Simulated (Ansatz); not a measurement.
# How fast states decay through K2LiGaBr6, part 2 of 3

Wanted: the relaxed cell of K2LiGaBr6, its band edges and its decay constants. It is built by putting Br for F in the K2LiGaF6 structure of space group Fm-3m, with the volume rescaled by atomic radii. The parent structure comes from the Materials Project.

Ansatz 0.2.0; PBE DFT, plane waves, PAW files (the session's first sound run).

So far, gap on the k-mesh (eV): step 3 (band edges) 1.20.

The structure was built from a prototype and need not be the compound's stable phase.

## 4. Decaying states in the gap

This step: PBE DFT, plane waves, PAW files; complex bands by layer matching along the plane's normal (Ansatz 0.2.0).

The same crystal is laid in a cell whose first two vectors span the (111) plane (indices of the standard conventional cell, whose axes can be ordered otherwise than in the bulk input). At fixed energy and wavevector in the plane the solver finds all kz, real and complex. A few wavevectors are listed, (0, 0) and (0.5, 0) in units of the plane's reciprocal vectors; the slowest state needn't be among them.

Input file input.yaml:

```yaml
crystal:
  lattice:
    - [7.514900275, 0.0, 0.0]
    - [3.757450137, 6.508094545, 0.0]
    - [3.757450137, 2.169364848, 6.13589038]
  atoms:
    - { symbol: K, position: [0.25, 0.25, 0.25] }
    - { symbol: K, position: [0.75, 0.75, 0.75] }
    - { symbol: Li, position: [0.5, 0.5, 0.5] }
    - { symbol: Ga, position: [0.0, 0.0, 0.0] }
    - { symbol: Br, position: [0.7582693496, 0.7582693496, 0.2417306504] }
    - { symbol: Br, position: [0.7582693496, 0.2417306504, 0.2417306504] }
    - { symbol: Br, position: [0.2417306504, 0.2417306504, 0.7582693496] }
    - { symbol: Br, position: [0.2417306504, 0.7582693496, 0.2417306504] }
    - { symbol: Br, position: [0.7582693496, 0.2417306504, 0.7582693496] }
    - { symbol: Br, position: [0.2417306504, 0.7582693496, 0.7582693496] }
kpoints:
  mp_grid: { grid: [4, 4, 4] }
scf:
  occupations: { method: fixed }
hamiltonian:
  xc: pbe
output:
  eigenvalues: true
  transmission:
    leads: [[0, 0]]
    kpoints: [[0.0, 0.0], [0.5, 0.0]]
    e_range: [-1.0, 2.2]
    de: 0.08
```

Run with:

```console
ansatz run input.yaml --threads 2 --pin off --max-ram 4096MiB --backend cpu --events-out ev --progress --plain --runs-dir out
```

Numbers of over 12 decimals in the logs are rounded to 6 here.

The log of the run:

```text
[...]
Crystal: 10 atoms, lattice volume = 300.092 Å³
Basis set: ecut = 420 eV, 5961 PW (Γ)
Bands: 48, of which v1, the nominal top of the filled ones, is band 38 counted from 1 (37 counted from 0)
Symmetry: 48 space group operations
[...]
k-points: 8 of 64
[...]
SCF iter   1: F=—  HF=-23775.170597 eV  |F-HF|=—  |Δ(HF+E_count)|=         —  Δρ=5.86e-4  dr2=4.84e-4  ethr=1.77e-3  ⟨swp⟩=5.4  Hψ=1455  notcnv=0  defer=52
[...]
SCF iter   7: F=-23775.172649 eV  HF=-23775.172649 eV  |F-HF|=2.45e-9  |Δ(HF+E_count)|=   4.91e-8  Δρ=1.61e-6  dr2=9.02e-9  ethr=1.32e-10  ⟨swp⟩=19.2  Hψ=2197  notcnv=0
SCF 1 converged in 7 iterations: F = -23775.172649 eV  dr2 = 9.02e-9
[...]
transmission: 11 of 22 steps passed
transmission: 22 of 22 steps passed
SCF converged after 7 iterations
Free energy (F): -23775.172649 eV
[...]
Internal energy: -23775.172649 eV  (E = F + TS)
E sigma→0 (E₀):  -23775.172649 eV
Fermi energy:    2.370285 eV
[...]
--- Band table (eV; the first three rows and the last of 8) ---
  k-point 0: bands = [... 34 lower, 1.8402, 2.3703, 2.3703, 2.3703, 3.5662, 6.6872, 7.4542, 7.4542, ... 6 higher]
  k-point 1: bands = [... 34 lower, 1.8473, 2.1877, 2.1877, 2.2441, 4.0789, 7.2286, 7.3695, 8.1444, ... 6 higher]
  k-point 2: bands = [... 34 lower, 1.8933, 2.0318, 2.0454, 2.0454, 4.5034, 7.2304, 8.1461, 8.3480, ... 6 higher]
  k-point 7: bands = [... 34 lower, 1.6011, 1.6356, 2.0057, 2.0057, 5.0244, 8.4039, 8.5206, 8.5206, ... 6 higher]
--- Transmission ---
  basis      : 433 plane waves across, 11 finite elements along
  points     : 2, as listed
  energies   : 41 from -1.000000 to 2.200000 eV about the Fermi level, 0.080000 eV apart; the leads are filled to 0.597979 eV, and channels, transmission and decay are at 0.600000 eV
  crystal 0  : K2Br6Ga1Li1, at the sites [0, 0], period 6.1359 Å: whole cells are its period
    offset         : up to 0.0000 Å between an atom of the period and one for which it stands
    channels       : 0.000000e0 a spin
    conductance    : none, the energies end too early or step too widely for 300 K: set another output.transmission.e_range or a lower de, or, where they end at an eighth of basis.ecutwfc, a higher one
    slowest decay  : 0.1737 /Å at (0.0000, 0.0000)
```

The job ended after 56 s (2 threads of AMD EPYC 9R45, shared host; peak memory 1.8 GiB; 91 s of CPU time).

This step gave:

| Quantity | Value |
| --- | --- |
| level to which the leads are filled | 0.5980 eV from the Fermi level |
| decay constant at the filling level, zone centre | 0.1737 Å⁻¹ |
| decay constant at the filling level, slowest listed point | 0.1737 Å⁻¹ |

K parallel (0, 0); values up to 1.5 1/Å, a degenerate pair printed once or twice; energies at which all values exceed this have no row. Im kz of the slowest decaying states against energy, zero at the highest filled level on the SCF mesh:

```
energy (eV)  decay 1 (Å⁻¹)  decay 2 (Å⁻¹)  decay 3 (Å⁻¹)  decay 4 (Å⁻¹)
      -1.00          0.344          0.545          0.632          0.840
      -0.84          0.151          0.545          0.639          0.771
      -0.68          0.130          0.234          0.407          0.544
      -0.52         0.0228         0.0278          0.147          0.200
      -0.36         0.0491          0.100          0.108          0.267
      -0.20          0.142          0.305          0.416          0.534
      -0.04          0.163          0.338          0.501          0.530
       0.12          0.152          0.175          0.231          0.364
       0.28          0.180          0.212          0.338          0.386
       0.44          0.180          0.246          0.404          0.407
       0.60          0.174          0.271          0.419          0.459
       0.76          0.160          0.289          0.432          0.495
       0.92          0.136          0.303          0.443          0.487
       1.08         0.0944          0.314          0.452          0.478
       1.24          0.323          0.459          0.469          0.586
       1.40          0.330          0.459          0.465          0.606
       1.56          0.335          0.449          0.470          0.605
       1.72          0.339          0.439          0.474          0.597
       1.88          0.341          0.429          0.476          0.589
       2.04          0.342          0.418          0.478          0.580
       2.20         0.0911          0.342          0.406          0.478
```

K parallel (0, 0). Table of Re kz of states that move upwards by energy, zero at the highest filled level on the SCF mesh:

```
energy (eV)  channel 1 (Å⁻¹)  channel 2 (Å⁻¹)  channel 3 (Å⁻¹)  channel 4 = channel 5 (Å⁻¹)
      -1.00           -0.242           -0.242           -0.225                       -0.199
      -0.84           -0.172           -0.109           -0.109                      -0.0981
      -0.68           -0.114            0.292                -                            -
      -0.52            0.275            0.275                -                            -
      -0.36                -                -                -                            -
      -0.20           -0.333           -0.275           -0.275                            -
      -0.04           -0.140           -0.100           -0.100                            -
       0.12                -                -                -                            -
       0.28                -                -                -                            -
       0.44                -                -                -                            -
       0.60                -                -                -                            -
       0.76                -                -                -                            -
       0.92                -                -                -                            -
       1.08                -                -                -                            -
       1.24           0.0621                -                -                            -
       1.40            0.142                -                -                            -
       1.56            0.202                -                -                            -
       1.72            0.260                -                -                            -
       1.88            0.322                -                -                            -
       2.04            0.401                -                -                            -
       2.20                -                -                -                            -
```

K parallel (0.5, 0); values up to 1.5 1/Å, a degenerate pair printed once or twice; energies at which all values exceed this have no row. The Im kz of the slowest decaying states by energy, zero at the highest filled level on the SCF mesh:

```
energy (eV)  decay 1 (Å⁻¹)  decay 2 (Å⁻¹)  decay 3 (Å⁻¹)  decay 4 (Å⁻¹)
      -1.00         0.0249         0.0296         0.0791         0.0877
      -0.76          0.140          0.315          0.659          0.788
      -0.52         0.0327          0.178          0.338          0.668
      -0.28         0.0820          0.116          0.160          0.234
      -0.12          0.168          0.205          0.227          0.295
      -0.04          0.194          0.221          0.262          0.319
       0.12          0.201          0.239          0.240          0.316
       0.36          0.273          0.292          0.374          0.401
       0.60          0.294          0.339          0.418          0.429
       0.84          0.307          0.371          0.452          0.454
       1.08          0.303          0.323          0.393          0.471
       1.32          0.286          0.337          0.409          0.485
       1.48          0.270          0.343          0.417          0.494
       1.72          0.232          0.349          0.426          0.504
       1.96          0.163          0.352          0.433          0.512
       2.20          0.352          0.436          0.518          0.529
```

At the listed wavevectors the last open channel is at -0.04 eV and the next at +1.24 eV on the grid. At +0.60 eV, the grid energy nearest the filling level (the middle of the gap on the SCF mesh), the slowest state at the listed wavevectors decays with κ = 0.174 Å⁻¹, its amplitude falling by e over 5.8 Å. Through 1 nm of this crystal that state's transmission falls by exp(−2 × 0.174 Å⁻¹ × 10 Å) = 0.031.

## 5. Band edges at another level

This step: PBEsol DFT, plane waves, PAW files (Ansatz 0.2.0).

The edges again with PBEsol, at the same atoms.

Input file input.yaml:

```yaml
crystal:
  lattice:
    - [0.0, 5.3138369443, 5.3138369443]
    - [5.3138369443, 0.0, 5.3138369443]
    - [5.3138369443, 5.3138369443, 0.0]
  atoms:
    - { symbol: K, position: [0.75, 0.75, 0.75] }
    - { symbol: K, position: [0.25, 0.25, 0.25] }
    - { symbol: Li, position: [0.5, 0.5, 0.5] }
    - { symbol: Ga, position: [0.0, 0.0, 0.0] }
    - { symbol: Br, position: [0.7582693496, 0.2417306504, 0.2417306504] }
    - { symbol: Br, position: [0.2417306504, 0.2417306504, 0.7582693496] }
    - { symbol: Br, position: [0.2417306504, 0.7582693496, 0.7582693496] }
    - { symbol: Br, position: [0.2417306504, 0.7582693496, 0.2417306504] }
    - { symbol: Br, position: [0.7582693496, 0.2417306504, 0.7582693496] }
    - { symbol: Br, position: [0.7582693496, 0.7582693496, 0.2417306504] }
kpoints:
  mp_grid: { grid: [4, 4, 4] }
  band_path: { path: [VBM, CBM], npoints: 30 }
scf:
  occupations: { method: fixed }
hamiltonian:
  xc: pbesol
output:
  eigenvalues: true
```

The log of the run:

```text
[...]
Crystal: 10 atoms, lattice volume = 300.092 Å³
Basis set: ecut = 420 eV, 5961 PW (Γ)
Bands: 48, of which v1, the nominal top of the filled ones, is band 38 counted from 1 (37 counted from 0)
Symmetry: 48 space group operations
[...]
k-points: 8 of 64
[...]
SCF iter   1: F=—  HF=-23409.835989 eV  |F-HF|=—  |Δ(HF+E_count)|=         —  Δρ=1.99e-3  dr2=1.59e-2  ethr=1.77e-3  ⟨swp⟩=5.2  Hψ=1479  notcnv=0  defer=53
[...]
SCF iter   7: F=-23409.834107 eV  HF=-23409.834107 eV  |F-HF|=7.71e-9  |Δ(HF+E_count)|=   5.39e-7  Δρ=1.69e-6  dr2=2.12e-8  ethr=1.32e-10  ⟨swp⟩=19.6  Hψ=2207  notcnv=0
SCF 1 converged in 7 iterations: F = -23409.834107 eV  dr2 = 2.12e-8
[...]
SCF converged after 7 iterations
Free energy (F): -23409.834107 eV
[...]
Internal energy: -23409.834107 eV  (E = F + TS)
E sigma→0 (E₀):  -23409.834107 eV
Fermi energy:    2.283577 eV
[...]
--- Band table (eV; the first three rows and the last of 8) ---
  k-point 0: bands = [... 34 lower, 1.7450, 2.2836, 2.2836, 2.2836, 3.4072, 6.4594, 7.2444, 7.2444, ... 6 higher]
  k-point 1: bands = [... 34 lower, 1.7521, 2.0970, 2.0970, 2.1555, 3.9319, 7.0051, 7.1655, 7.9576, ... 6 higher]
  k-point 2: bands = [... 34 lower, 1.7985, 1.9401, 1.9531, 1.9531, 4.3612, 7.0294, 7.9347, 8.1557, ... 6 higher]
  k-point 7: bands = [... 34 lower, 1.5007, 1.5366, 1.9116, 1.9116, 4.8939, 8.2176, 8.3429, 8.3429, ... 6 higher]
```

Wall time 5 s (2 threads); peak memory 0.66 GiB.

This step gave:

```
free energy        : -23409.8341 eV
Fermi energy       : 2.284 eV
gap on the k-mesh  : 1.124 eV
gap on path        : 1.124 eV, by band count; negative where bands overlap
direct gap on path : 1.124 eV
```

Levels at VBM (eV): -6.09, -3.35, -3.35, -3.35, -2.29, -2.29, -2.29, -0.81, -0.81, -0.81, -0.79, -0.79, -0.54, -0.54, -0.54, 0.00, 0.00, 0.00, 1.12, 4.18, 4.96, 4.96, 4.96, 5.28, 6.06, 6.06, 6.75, 6.75.

The searched edges give 1.12 eV, as on the mesh.

For the gap on the k-mesh, step 3 gave 1.20 eV; this run, with PBEsol, gives 1.12 eV.

## 6. Complex bands at another level

This step: PBEsol DFT, plane waves, PAW files; complex bands by layer matching along the plane's normal (Ansatz 0.2.0).

The complex bands at that level, over its own gap, at (0, 0) and (0.5, 0).

Input file input.yaml:

```yaml
crystal:
  lattice:
    - [7.514900275, 0.0, 0.0]
    - [3.757450137, 6.508094545, 0.0]
    - [3.757450137, 2.169364848, 6.13589038]
  atoms:
    - { symbol: K, position: [0.25, 0.25, 0.25] }
    - { symbol: K, position: [0.75, 0.75, 0.75] }
    - { symbol: Li, position: [0.5, 0.5, 0.5] }
    - { symbol: Ga, position: [0.0, 0.0, 0.0] }
    - { symbol: Br, position: [0.7582693496, 0.7582693496, 0.2417306504] }
    - { symbol: Br, position: [0.7582693496, 0.2417306504, 0.2417306504] }
    - { symbol: Br, position: [0.2417306504, 0.2417306504, 0.7582693496] }
    - { symbol: Br, position: [0.2417306504, 0.7582693496, 0.2417306504] }
    - { symbol: Br, position: [0.7582693496, 0.2417306504, 0.7582693496] }
    - { symbol: Br, position: [0.2417306504, 0.7582693496, 0.7582693496] }
kpoints:
  mp_grid: { grid: [4, 4, 4] }
scf:
  occupations: { method: fixed }
hamiltonian:
  xc: pbesol
output:
  eigenvalues: true
  transmission:
    leads: [[0, 0]]
    kpoints: [[0.0, 0.0], [0.5, 0.0]]
    e_range: [-1.0, 2.12]
    de: 0.08
```

The log of the run:

```text
[...]
Crystal: 10 atoms, lattice volume = 300.092 Å³
Basis set: ecut = 420 eV, 5961 PW (Γ)
Bands: 48, of which v1, the nominal top of the filled ones, is band 38 counted from 1 (37 counted from 0)
Symmetry: 48 space group operations
[...]
k-points: 8 of 64
[...]
SCF iter   1: F=—  HF=-23409.835980 eV  |F-HF|=—  |Δ(HF+E_count)|=         —  Δρ=1.98e-3  dr2=1.56e-2  ethr=1.77e-3  ⟨swp⟩=5.1  Hψ=1480  notcnv=0  defer=53
[...]
SCF iter   7: F=-23409.834107 eV  HF=-23409.834107 eV  |F-HF|=1.03e-8  |Δ(HF+E_count)|=   6.65e-7  Δρ=1.80e-6  dr2=2.51e-8  ethr=1.32e-10  ⟨swp⟩=19.6  Hψ=2139  notcnv=0
SCF 1 converged in 7 iterations: F = -23409.834107 eV  dr2 = 2.51e-8
[...]
transmission: 11 of 22 steps passed
transmission: 22 of 22 steps passed
SCF converged after 7 iterations
Free energy (F): -23409.834107 eV
[...]
Internal energy: -23409.834107 eV  (E = F + TS)
E sigma→0 (E₀):  -23409.834107 eV
Fermi energy:    2.283582 eV
[...]
--- Band table (eV; the first three rows and the last of 8) ---
  k-point 0: bands = [... 34 lower, 1.7450, 2.2836, 2.2836, 2.2836, 3.4072, 6.4594, 7.2444, 7.2444, ... 6 higher]
  k-point 1: bands = [... 34 lower, 1.7521, 2.0970, 2.0970, 2.1555, 3.9319, 7.0052, 7.1655, 7.9576, ... 6 higher]
  k-point 2: bands = [... 34 lower, 1.7985, 1.9401, 1.9531, 1.9531, 4.3612, 7.0295, 7.9347, 8.1557, ... 6 higher]
  k-point 7: bands = [... 34 lower, 1.5007, 1.5366, 1.9116, 1.9116, 4.8939, 8.2176, 8.3429, 8.3429, ... 6 higher]
--- Transmission ---
  basis      : 433 plane waves across, 11 finite elements along
  points     : 2, as listed
[...]
channels       : 0.000000e0 a spin
[...]
slowest decay  : 0.1639 /Å at (0.0000, 0.0000)
```

It took 55 s on 2 threads; peak memory 1.7 GiB; 89 s of CPU time.

Numbers from this step:

```
level to which the leads are filled                       : 0.5618 eV from the Fermi level
decay constant at the filling level, zone centre          : 0.1639 Å⁻¹
decay constant at the filling level, slowest listed point : 0.1639 Å⁻¹
```

K parallel (0, 0); values up to 1.5 1/Å, a degenerate pair printed once or twice; energies at which all values exceed this have no row. Table of Im kz of the slowest decaying states by energy, zero at the highest filled level on the SCF mesh:

```
energy (eV)  decay 1 (Å⁻¹)  decay 2 (Å⁻¹)  decay 3 (Å⁻¹)  decay 4 (Å⁻¹)
      -1.00          0.333          0.541          0.629          0.834
      -0.76         0.0723          0.133          0.539          0.593
      -0.52         0.0370         0.0377          0.177          0.198
      -0.36         0.0434         0.0928          0.108          0.266
      -0.12          0.151          0.320          0.461          0.525
      -0.04          0.159          0.335          0.500          0.523
       0.12          0.150          0.170          0.229          0.361
       0.36          0.174          0.228          0.373          0.391
       0.60          0.164          0.267          0.415          0.456
       0.76          0.147          0.284          0.427          0.486
       1.00         0.0951          0.304          0.442          0.473
       1.24          0.318          0.453          0.459          0.582
       1.48          0.327          0.443          0.462          0.602
       1.64          0.331          0.433          0.465          0.594
       1.88          0.334          0.417          0.469          0.581
       2.12         0.0726          0.335          0.399          0.471
```

K parallel (0, 0). Table of Re kz of states that move upwards by energy, zero at the highest filled level on the SCF mesh:

```
energy (eV)  channel 1 (Å⁻¹)  channel 2 (Å⁻¹)  channel 3 (Å⁻¹)  channel 4 = channel 5 (Å⁻¹)
      -1.00           -0.232           -0.232           -0.217                       -0.191
      -0.76           -0.139            0.190                -                            -
      -0.52            0.319            0.319                -                            -
      -0.36                -                -                -                            -
      -0.12           -0.247           -0.187           -0.187                            -
      -0.04           -0.139          -0.0990          -0.0990                            -
       0.12                -                -                -                            -
       0.36                -                -                -                            -
       0.60                -                -                -                            -
       0.76                -                -                -                            -
       1.00                -                -                -                            -
       1.24            0.102                -                -                            -
       1.48            0.196                -                -                            -
       1.64            0.253                -                -                            -
       1.88            0.347                -                -                            -
       2.12                -                -                -                            -
```

K parallel (0.5, 0); values up to 1.5 1/Å, a degenerate pair printed once or twice; energies at which all values exceed this have no row. The Im kz of the slowest decaying states by energy, zero at the highest filled level on the SCF mesh:

```
energy (eV)  decay 1 (Å⁻¹)  decay 2 (Å⁻¹)  decay 3 (Å⁻¹)  decay 4 (Å⁻¹)
      -1.00         0.0244         0.0361         0.0568         0.0942
      -0.76          0.150          0.302          0.658          0.789
      -0.52         0.0543          0.181          0.341          0.667
      -0.36         0.0649          0.128          0.193          0.249
      -0.12          0.167          0.204          0.227          0.294
      -0.04          0.193          0.219          0.261          0.317
       0.12          0.199          0.237          0.314          0.355
       0.36          0.269          0.289          0.371          0.397
       0.60          0.290          0.336          0.415          0.425
       0.76          0.299          0.358          0.440          0.441
       1.00          0.299          0.313          0.382          0.459
       1.24          0.284          0.329          0.399          0.475
       1.48          0.259          0.338          0.412          0.487
       1.64          0.233          0.342          0.418          0.494
       1.88          0.170          0.345          0.425          0.502
       2.12          0.345          0.429          0.508          0.520
```

At the listed wavevectors the last open channel is at -0.04 eV and the next at +1.16 eV on the grid. At +0.60 eV, the grid energy nearest the filling level (the middle of the gap on the SCF mesh), the slowest state at the listed wavevectors decays with κ = 0.164 Å⁻¹, its amplitude falling by e over 6.1 Å; the first such run, plane (111), gave 0.174 Å⁻¹.

(Part 2 of 3 ends here.)

[Logs are printed without paths, hosts, clocks, repeated set-up lines and the standing remarks that a program may print on its own settings, such as how far it seeks lower states.]

[Hosts, paths, dates, database ids (printed as entryN), source tags and the programs' standing remarks are cut or masked in the printed files.]
